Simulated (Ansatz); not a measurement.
# In6WO12 (R-3): the host for defect calculations

Before any defect goes in: In6WO12 (R-3) at rest, and how it screens a charge.

Main program and level: Ansatz 0.2.0; plane-wave PAW DFT, PBEsol; relaxation of the host's cell and atoms, in the first sound run; inputs show where later runs differ.

### Step 1. Set-up

It takes space group R-3 (No. 148, trigonal). The conventional cell has a = 9.535 Å, b = 9.535 Å, c = 8.969 Å, α = 90.00°, β = 90.00°, γ = 120.00°. Nearest to In lie 6 O at 2.08 to 2.29 Å. Nearest to W lie 6 O at 1.93 Å. Nearest to O lie 4 In at 2.08 to 2.26 Å. Nearest to O lie 1 W at 1.93 Å and 2 In at 2.22 to 2.29 Å. Farther neighbours and most contacts between anions are not listed.

### Step 2. Host cell relaxation

Cell and atoms are relaxed together, until forces and stress fall under their thresholds.

cell/input.yaml

```yaml
crystal:
  lattice:
    - [4.7674741, 2.7525024, 2.9897983]
    - [-4.7674741, 2.7525024, 2.9897983]
    - [0.0, -5.5050049, 2.9897983]
  atoms:
    - { symbol: In, position: [0.13964527, 0.32280108, 0.60476946] }
    - { symbol: In, position: [0.32280108, 0.60476946, 0.13964527] }
    - { symbol: In, position: [0.60476946, 0.13964527, 0.32280108] }
    - { symbol: In, position: [0.86035473, 0.67719892, 0.39523054] }
    - { symbol: In, position: [0.67719892, 0.39523054, 0.86035473] }
    - { symbol: In, position: [0.39523054, 0.86035473, 0.67719892] }
    - { symbol: W, position: [1.0, 0.0, 0.0] }
    - { symbol: O, position: [0.40612824, 0.58654081, 0.82423636] }
    - { symbol: O, position: [0.58654081, 0.82423636, 0.40612824] }
    - { symbol: O, position: [0.82423636, 0.40612824, 0.58654081] }
    - { symbol: O, position: [0.59387176, 0.41345919, 0.17576364] }
    - { symbol: O, position: [0.41345919, 0.17576364, 0.59387176] }
    - { symbol: O, position: [0.17576364, 0.59387176, 0.41345919] }
    - { symbol: O, position: [0.95843694, 0.10259166, 0.29546634] }
    - { symbol: O, position: [0.70453366, 0.04156306, 0.89740834] }
    - { symbol: O, position: [0.89740834, 0.70453366, 0.04156306] }
    - { symbol: O, position: [0.04156306, 0.89740834, 0.70453366] }
    - { symbol: O, position: [0.29546634, 0.95843694, 0.10259166] }
    - { symbol: O, position: [0.10259166, 0.29546634, 0.95843694] }
basis:
  ecutwfc: 420
  xc_grid: 2
hamiltonian:
  xc: pbesol
kpoints:
  mp_grid: { grid: [5, 5, 5] }
scf:
  occupations: { method: fixed }
  max_iter: 100
relax:
  f_tol: 0.005
  max_steps: 60
  cell: {}
output:
  forces: true
  stress: true
checkpoint:
  write: "../cell.run"
  compress: false
  write_wavefunctions: false
  write_every: 100000
```

Launch:

```
$ ansatz run input.yaml --threads 4 --pin off --max-ram 7536MiB --backend cpu --events-out ev --progress --plain --runs-dir out
```

Numbers of over 12 decimals in the logs are rounded to 6 here.

Output:

```text
[... repeated set-up lines and file paths are left out, and long positions are rounded to six places ...]
Engine: ansatz 0.2.0, aarch64-unknown-linux-gnu
Pseudopotentials: kind: paw
Pseudopotential: In, paw, valence charge 13, recommended cutoff 420 eV (normal), In.paw.azcp
Pseudopotential: W, paw, valence charge 14, recommended cutoff 420 eV (normal), W.paw.azcp
Pseudopotential: O, paw, valence charge 6, recommended cutoff 420 eV (normal), O.paw.azcp
Functional definition: PBEsol
  exchange = pbesol_x
  correlation = pbesol_c
Crystal: 19 atoms, lattice volume = 235.401 Å³
Basis set: ecut = 420 eV, 4599 PW (Γ), exchange–correlation on 90×90×90 points (8 copies of the dense FFT grid, shifted against one another)
Bands: 101, of which v1, the nominal top of the filled ones, is band 82 counted from 1 (81 counted from 0)
Symmetry: 6 space group operations
Space group: R-3 (ITA 148), of the structure as read, at distance tolerance 6.2e-5 Å
k-points: 23 of 125
Non-local potential: In, projectors of the file, l = 0: 2, l = 1: 2, l = 2: 2, l = 3: 2
Non-local potential: W, projectors of the file, l = 0: 3, l = 1: 2, l = 2: 2, l = 3: 1
Non-local potential: O, projectors of the file, l = 0: 2, l = 1: 2, l = 2: 1
PAW form: soft (Blöchl's): semilocal exchange-correlation on the pseudo side does not see the compensation charge
PAW frozen core: In, regenerated for the run's functional, and the local potential with it (the file was generated under x = pbe(κ = 0.804, μ = 0.219515), c = pbe(β = 0.066725))
PAW frozen core: W, regenerated for the run's functional, and the local potential with it (the file was generated under x = pbe(κ = 0.804, μ = 0.219515), c = pbe(β = 0.066725))
PAW frozen core: O, regenerated for the run's functional, and the local potential with it (the file was generated under x = pbe(κ = 0.804, μ = 0.219515), c = pbe(β = 0.066725))
PAW one-centre angular grid: In, 590 points (default); XC on 64 Gauss nodes
PAW one-centre angular grid: W, 590 points (default); XC on 64 Gauss nodes
PAW one-centre angular grid: O, 110 points (default); XC on 64 Gauss nodes
Initial density: superposition of atomic densities (neutral atoms: chi_scale 0, normalization atom), corrected by the library's trained network
Initial wavefunctions: pseudopotential atomic-orbital guess
Functional: x = pbesol(κ = 0.804, μ = 0.123457), c = pbesol(β = 0.046)
SCF iter   1: F=—  HF=-50141.806751 eV  |F-HF|=—  |Δ(HF+E_count)|=         —  Δρ=1.69e-2  dr2=5.51e-1  ethr=1.77e-3  ⟨swp⟩=5.0  Hψ=7596  notcnv=0  defer=384
preconditioner: auto → Resta (q_TF=auto, 2.569 Å⁻¹)  ε∞=5.0  [insulator: Δε(μ)=1.886 eV  Ē_g=15.076 eV  n_scr=74 (ndim 8)  ℏωp=30.2 eV  f_vac=0.036  ε∞_Penn≈5.0]
SCF iter   2: F=—  HF=-50141.670292 eV  |F-HF|=—  |Δ(HF+E_count)|=   1.36e-1  Δρ=3.69e-3  dr2=3.38e-2  ethr=3.36e-4  ⟨swp⟩=2.0  Hψ=3556  notcnv=0  defer=380
SCF iter   3: F=—  HF=-50141.664004 eV  |F-HF|=—  |Δ(HF+E_count)|=   6.29e-3  Δρ=1.43e-3  dr2=4.17e-3  ethr=2.06e-5  ⟨swp⟩=2.9  Hψ=2918  notcnv=0  defer=388
SCF iter   4: F=—  HF=-50141.663598 eV  |F-HF|=—  |Δ(HF+E_count)|=   4.06e-4  Δρ=5.13e-4  dr2=6.57e-4  ethr=2.54e-6  ⟨swp⟩=2.5  Hψ=3435  notcnv=0  defer=388
SCF iter   5: F=—  HF=-50141.663689 eV  |F-HF|=—  |Δ(HF+E_count)|=   9.10e-5  Δρ=3.51e-4  dr2=2.51e-4  ethr=4.01e-7  ⟨swp⟩=2.0  Hψ=3659  notcnv=0  defer=365
SCF iter   6: F=—  HF=-50141.663669 eV  |F-HF|=—  |Δ(HF+E_count)|=   2.07e-5  Δρ=6.51e-5  dr2=1.14e-5  ethr=1.53e-7  ⟨swp⟩=2.0  Hψ=3683  notcnv=0  defer=317
SCF iter   7: F=—  HF=-50141.663563 eV  |F-HF|=—  |Δ(HF+E_count)|=   1.05e-4  Δρ=2.24e-5  dr2=1.30e-6  ethr=6.96e-9  ⟨swp⟩=2.0  Hψ=2851  notcnv=0  defer=316
SCF iter   8: F=-50141.663565 eV  HF=-50141.663565 eV  |F-HF|=5.22e-8  |Δ(HF+E_count)|=   1.25e-6  Δρ=4.67e-6  dr2=4.02e-8  ethr=6.10e-11  ⟨swp⟩=3.0  Hψ=9455  notcnv=0
SCF 1 converged in 8 iterations: F = -50141.663565 eV  dr2 = 4.02e-8
  greatest PAW one-centre occupation: 1.000 electrons in one spin orbital (limit 2), on the W atom at site 6 (counted from 0), in its partial waves of l = 0
relax step   1: F+E_penalty+E_count = -50141.66356459 eV  Δ(F+E_penalty+E_count) = +0.000e0 eV  max|allowed force component| = 9.235e-2 eV/Å  Δτ_max = 0.0000 Å  P = -1.114 GPa  Ω = 235.401 Å³  (8 SCF iters, dr2 threshold 1.00e-7 eV, accepted)
[... the SCF cycles and remarks between the steps are left out from here to the last step ...]
relax step   2: F+E_penalty+E_count = -50141.67649525 eV  Δ(F+E_penalty+E_count) = -1.293e-2 eV  max|allowed force component| = 2.149e-2 eV/Å  Δτ_max = 0.0066 Å  P = +0.191 GPa  Ω = 233.872 Å³  energy of the carried Pulay correction = +7.169e-3 eV  (6 SCF iters, dr2 threshold 1.90e-6 eV, accepted)
relax step   3: F+E_penalty+E_count = -50141.67594961 eV  Δ(F+E_penalty+E_count) = +5.456e-4 eV  max|allowed force component| = 8.483e-3 eV/Å  Δτ_max = 0.0023 Å  P = +0.018 GPa  Ω = 234.096 Å³  energy of the carried Pulay correction = +6.118e-3 eV  (5 SCF iters, dr2 threshold 1.40e-7 eV, accepted)
relax step   4: F+E_penalty+E_count = -50141.67584768 eV  Δ(F+E_penalty+E_count) = +1.019e-4 eV  max|allowed force component| = 4.896e-3 eV/Å  Δτ_max = 0.0019 Å  P = -0.000 GPa  Ω = 234.135 Å³  energy of the carried Pulay correction = +5.934e-3 eV  (7 SCF iters, dr2 threshold 4.50e-9 eV, accepted)
Initial wavefunctions: pseudopotential atomic-orbital guess (no wavefunctions were taken with the density)
iter 1 solved again at ethr=7.43e-8 eV; its pass at ethr=3.10e-3 eV (dr2=1.22e-4 eV) is discarded
SCF iter   1: F=—  HF=-50141.670484 eV  |F-HF|=—  |Δ(HF+E_count)|=         —  Δρ=4.57e-5  dr2=7.08e-7  ethr=7.43e-8  ⟨swp⟩=3.9  Hψ=13048  notcnv=0  defer=391
SCF iter   2: F=—  HF=-50141.670366 eV  |F-HF|=—  |Δ(HF+E_count)|=   1.19e-4  Δρ=2.20e-5  dr2=2.03e-7  ethr=4.32e-10  ⟨swp⟩=2.1  Hψ=3863  notcnv=0  defer=383
SCF iter   3: F=—  HF=-50141.670366 eV  |F-HF|=—  |Δ(HF+E_count)|=   2.03e-7  Δρ=7.98e-6  dr2=3.84e-8  ethr=1.24e-10  ⟨swp⟩=2.0  Hψ=2657  notcnv=0  defer=383
SCF iter   4: F=—  HF=-50141.670366 eV  |F-HF|=—  |Δ(HF+E_count)|=   2.04e-8  Δρ=1.03e-6  dr2=1.34e-9  ethr=2.34e-11  ⟨swp⟩=2.0  Hψ=3746  notcnv=0  defer=383
SCF iter   5: F=—  HF=-50141.670366 eV  |F-HF|=—  |Δ(HF+E_count)|=  2.11e-10  Δρ=3.76e-7  dr2=2.25e-10  ethr=1.00e-12  ⟨swp⟩=5.0  Hψ=8747  notcnv=0
SCF iter   6: F=-50141.670366 eV  HF=-50141.670366 eV  |F-HF|=2.18e-11  |Δ(HF+E_count)|=  1.46e-11  Δρ=9.96e-8  dr2=2.34e-11  ethr=1.00e-12  ⟨swp⟩=4.0  Hψ=6891  notcnv=0
SCF 5 converged in 6 iterations: F = -50141.670366 eV  dr2 = 2.34e-11
relax step   5: F+E_penalty+E_count = -50141.67036575 eV  Δ(F+E_penalty+E_count) = +5.482e-3 eV  max|allowed force component| = 4.823e-3 eV/Å  Δτ_max = 0.0000 Å  P = -0.037 GPa  Ω = 234.135 Å³  stress off target by 3.88e-2 GPa  SCF on the basis re-selected at this cell (its energy is not comparable with the rows above)  (6 SCF iters)
basis re-selected at this cell: Δ(F+E_penalty+E_count) = +5.482e-3 eV, ΔP = -0.037 GPa vs the last step (what re-selecting the basis moved, of the pressure what is left beyond the Pulay correction that the steps carried, after the strain that the cell walked [...]
SCF converged after 6 iterations
Free energy (F): -50141.670366 eV
Harris-Foulkes:  -50141.670366 eV  (|F-HF|=2.18e-11)
Internal energy: -50141.670366 eV  (E = F + TS)
E sigma→0 (E₀):  -50141.670366 eV
Fermi energy:    8.959418 eV
--- Per-component energies (eV) ---
  E_band       = -199.266048
  E_kinetic    = 4016.001092
  E_local      = -10783.040179  (includes V_loc(G=0)·N_el)
  E_nonlocal   = 2815.237660
  E_hartree    = 4061.470006
  E_xc         = -2407.713914
  E_vxc        = -1945.828475  (∫ρ·V_xc dr)
  E_paw        = -34803.134649  (= ΣΔE_a)
  E_vpaw       = -2424.605468  (= ΣTr[D̂ρ^β])
  E_aug_tail   = 0.029165  (compensation charges beyond the density's cutoff)
  E_ewald      = -13042.580209
  E_core_change = 2.060662  (= ΣΔE_core)
  E_smearing   = -0.000000  (= −TS)
  E_closure    = 0.000000  (closes the sum)
  Σ components = -50141.670366   (vs F -50141.670366, Δ=0.00e0)
--- Forces (eV/Å), atoms counted from 1 ---
  atom   1  In    -0.00168862    -0.00030735    -0.00109415
  atom   2  In     0.00057814     0.00161607    -0.00109415
  atom   3  In     0.00111049    -0.00130871    -0.00109415
  atom   4  In     0.00168862     0.00030735     0.00109415
  atom   5  In    -0.00057814    -0.00161607     0.00109415
  atom   6  In    -0.00111049     0.00130871     0.00109415
  atom   7  W      0.00000000     0.00000000     0.00000000
  atom   8  O      0.00416621    -0.00014000     0.00259293
  atom   9  O     -0.00220434    -0.00353805     0.00259293
  atom  10  O     -0.00196187     0.00367804     0.00259293
  atom  11  O     -0.00416621     0.00014000    -0.00259293
  atom  12  O      0.00220434     0.00353805    -0.00259293
  atom  13  O      0.00196187    -0.00367804    -0.00259293
  atom  14  O     -0.00328775    -0.00367037     0.00231848
  atom  15  O     -0.00482251     0.00101209    -0.00231848
  atom  16  O      0.00153476    -0.00468246    -0.00231848
  atom  17  O      0.00328775     0.00367037    -0.00231848
  atom  18  O      0.00482251    -0.00101209     0.00231848
  atom  19  O     -0.00153476     0.00468246     0.00231848
  max |Σ_I F_I| component: 3.25e-18 eV/Å
--- Stress (GPa, compression-positive) ---
       -0.036085      -0.000000      -0.000000
        0.000000      -0.036085       0.000000
        0.000000       0.000000      -0.038802
  P = ⅓ Tr σ = -0.0370 GPa (-0.370 kbar)
--- Relaxed structure (4 steps of the walk, 4 accepted, 1 SCFs on fresh bases) ---
  F+E_penalty+E_count = -50141.67036575 eV   max|allowed force component| = 4.823e-3 eV/Å   (the final SCF, on the basis selected at the relaxed cell)
  cell:  # Å, volume = 234.1352 Å³
    - [4.759938, 2.748152, 2.983139]
    - [-4.759938, 2.748152, 2.983139]
    - [0, -5.496303, 2.983139]
  atoms:
    - { symbol: In, position: [0.139538, 0.322401, 0.605456] }
    - { symbol: In, position: [0.322401, 0.605456, 0.139538] }
    - { symbol: In, position: [0.605456, 0.139538, 0.322401] }
    - { symbol: In, position: [0.860462, 0.677599, 0.394544] }
    - { symbol: In, position: [0.677599, 0.394544, 0.860462] }
    - { symbol: In, position: [0.394544, 0.860462, 0.677599] }
    - { symbol: W, position: [1.0, 0.0, 0.0] }
    - { symbol: O, position: [0.405818, 0.585776, 0.823975] }
    - { symbol: O, position: [0.585776, 0.823975, 0.405818] }
    - { symbol: O, position: [0.823975, 0.405818, 0.585776] }
    - { symbol: O, position: [0.594182, 0.414224, 0.176025] }
    - { symbol: O, position: [0.414224, 0.176025, 0.594182] }
    - { symbol: O, position: [0.176025, 0.594182, 0.414224] }
    - { symbol: O, position: [0.958944, 0.102581, 0.295360] }
    - { symbol: O, position: [0.704640, 0.041056, 0.897419] }
    - { symbol: O, position: [0.897419, 0.704640, 0.041056] }
    - { symbol: O, position: [0.041056, 0.897419, 0.704640] }
    - { symbol: O, position: [0.295360, 0.958944, 0.102581] }
    - { symbol: O, position: [0.102581, 0.295360, 0.958944] }
```

The job ended after 46 s (4 threads of Arm Neoverse V1, shared host; peak memory 1.1 GiB; 3 min of CPU time).

The steps of the relaxation:

| step | energy less that of the first step (eV) | largest force component (eV/Å) | pressure (GPa) | volume (Å³) |
| --- | --- | --- | --- | --- |
| 1 | 0.0000 | 0.0923 | -1.11 | 235.40 |
| 2 | -0.0129 | 0.0215 | 0.19 | 233.87 |
| 3 | -0.0124 | 0.0085 | 0.02 | 234.10 |
| 4 | -0.0123 | 0.0049 | 0.00 | 234.14 |
| 5* | -0.0068 | 0.0048 | -0.04 | 234.14 |

Relaxation steps marked * repeat the geometry before them on a plane-wave basis chosen anew for their cell, so energy and pressure can jump there.

The run keeps the 6 symmetry operations that it works with, so distortions that break them were not tested.

| conventional cell, symmetrised | before | after | change |
| --- | --- | --- | --- |
| a (Å) | 9.535 | 9.520 | -0.2 % |
| b (Å) | 9.535 | 9.520 | -0.2 % |
| c (Å) | 8.969 | 8.949 | -0.2 % |
| volume (Å³/atom) | 12.39 | 12.32 | -0.5 % |

Numbers from this step:

* pressure: -0.03699 GPa

The relaxation ends with a largest force component of 0.0048 eV/Å and a pressure of -0.04 GPa.

(Part 1 of 4 ends here.)

[Logs are printed without paths, hosts, clocks, repeated set-up lines and the standing remarks that a program may print on its own settings, such as how far it seeks lower states.]

[Hosts, paths, dates, database ids (printed as entryN), source tags and the programs' standing remarks are cut or masked in the printed files.]

[Runs of the host that timed out are not shown.]

[For some hosts the program warned that the k-mesh of the response run may be too coarse for force constants and the static dielectric constant; such warnings are not always shown.]

[The program warned that the k-mesh of a response run behind this text may be too coarse: force constants, and the static dielectric constant and all else formed from them, are not shown converged.]
